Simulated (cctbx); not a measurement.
**Interatomic vectors of HoCo4N4**

Space group P4_2/nmc (no. 137, origin choice 1), a = 5.0870 Å, b = 5.0870 Å, c = 7.2880 Å, α = 90.00°, β = 90.00°, γ = 90.00°, content Ho2 Co8 N8.

Simulated single-crystal data (cctbx): Cu Kα, λ = 1.54184 Å, to d = 0.83 Å, 50 % of the full sphere, strongest reflection 20000 counts, noise from counting, a 2 % proportional error and a noise floor of 4 counts (s.d.); no absorption.

Patterson synthesis from sharpened amplitudes, origin scaled to 1000:

```text
Patterson group P 4/m m m
      u       v       w   height  length (A)
  0.000   0.000   0.000   1000.0     0.00
  0.500   0.500   0.500    595.9     5.12
  0.232   0.500   0.128    233.4     2.95
  0.000   0.264   0.371    231.5     3.02
  0.243   0.243   0.500    196.0     4.04
  0.000   0.500   0.000    182.5     2.54
  0.500   0.500   0.245    181.0     4.02
  0.243   0.243   0.259     74.9     2.57
  0.000   0.500   0.245     70.5     3.11
  0.000   0.000   0.174     62.6     1.27
  0.166   0.166   0.000     46.3     1.19
  0.000   0.248   0.000     39.3     1.26
  0.118   0.118   0.118     33.1     1.21
  0.393   0.393   0.386     32.5     3.99
```

**Question.** Which atom pairs make the peaks, and where is the heaviest atom?

A peak at u stands for all pairs with xi − xj = u, with weight Σ ZiZj against Σ Z² = 15202 at the origin. Peak heights follow these weights only roughly, since form factors, motion and series ripples differ, all vectors within 0.55 Å of a peak are counted as merged into it though the farther ones add only part of their weight, and F(000) is left out, which lowers the whole map:

| u | v | w | shortest length (Å) | height | 1000 ΣZiZj/ΣZ² | pairs in the cell |
| --- | --- | --- | --- | --- | --- | --- |
| 0.500 | 0.500 | 0.500 | 5.12 | 596 | 790 | 2 × Ho–Ho, 16 × Co–N |
| 0.232 | 0.500 | 0.128 | 2.96 | 233 | 300 | 2 × Ho–Co, 2 × Ho–N |
| 0.000 | 0.264 | 0.371 | 3.02 | 232 | 300 | 2 × Ho–Co, 2 × Ho–N |
| 0.243 | 0.243 | 0.500 | 4.04 | 196 | 205 | 4 × Co–Co, 4 × N–N |
| 0.000 | 0.500 | 0.000 | 2.54 | 182 | 192 | 4 × Co–Co |
| 0.500 | 0.500 | 0.245 | 4.02 | 181 | 205 | 4 × Co–Co, 4 × N–N |
| 0.243 | 0.243 | 0.259 | 2.57 | 75 | 146 | 2 × Co–Co, 4 × Co–N |
| 0.000 | 0.500 | 0.245 | 3.11 | 70 | 146 | 2 × Co–Co, 4 × Co–N |
| 0.000 | 0.000 | 0.174 | 1.27 | 63 | 0 | none within 0.55 Å |
| 0.166 | 0.166 | 0.000 | 1.19 | 46 | 0 | none within 0.55 Å |

The table stops at ten peaks or at a height of 45, below which ripples compete. In the model behind the data Ho, the heaviest element, has 1 independent site: (1/2, 1/2, 1/2), up to an allowed shift of origin; the Ho–Ho vectors are differences of these positions and their symmetry mates. The whole model:

| atom | mult. | x | y | z | Ueq (Å²) |
| --- | --- | --- | --- | --- | --- |
| Ho1 | 2 | 1/2 | 1/2 | 1/2 | 0.0042 |
| Co1 | 8 | 0.2429 | 1/2 | 0.8726 | 0.0059 |
| N1 | 8 | 0.8234 | 1/2 | 0.1431 | 0.0095 |

The model was made for the exercise: a known structure type with other elements put in, its volume estimated, not relaxed; displacement parameters are assumed.

[Logs are printed without paths, hosts, clocks, repeated set-up lines and the standing remarks that a program may print on its own settings, such as how far it seeks lower states.]
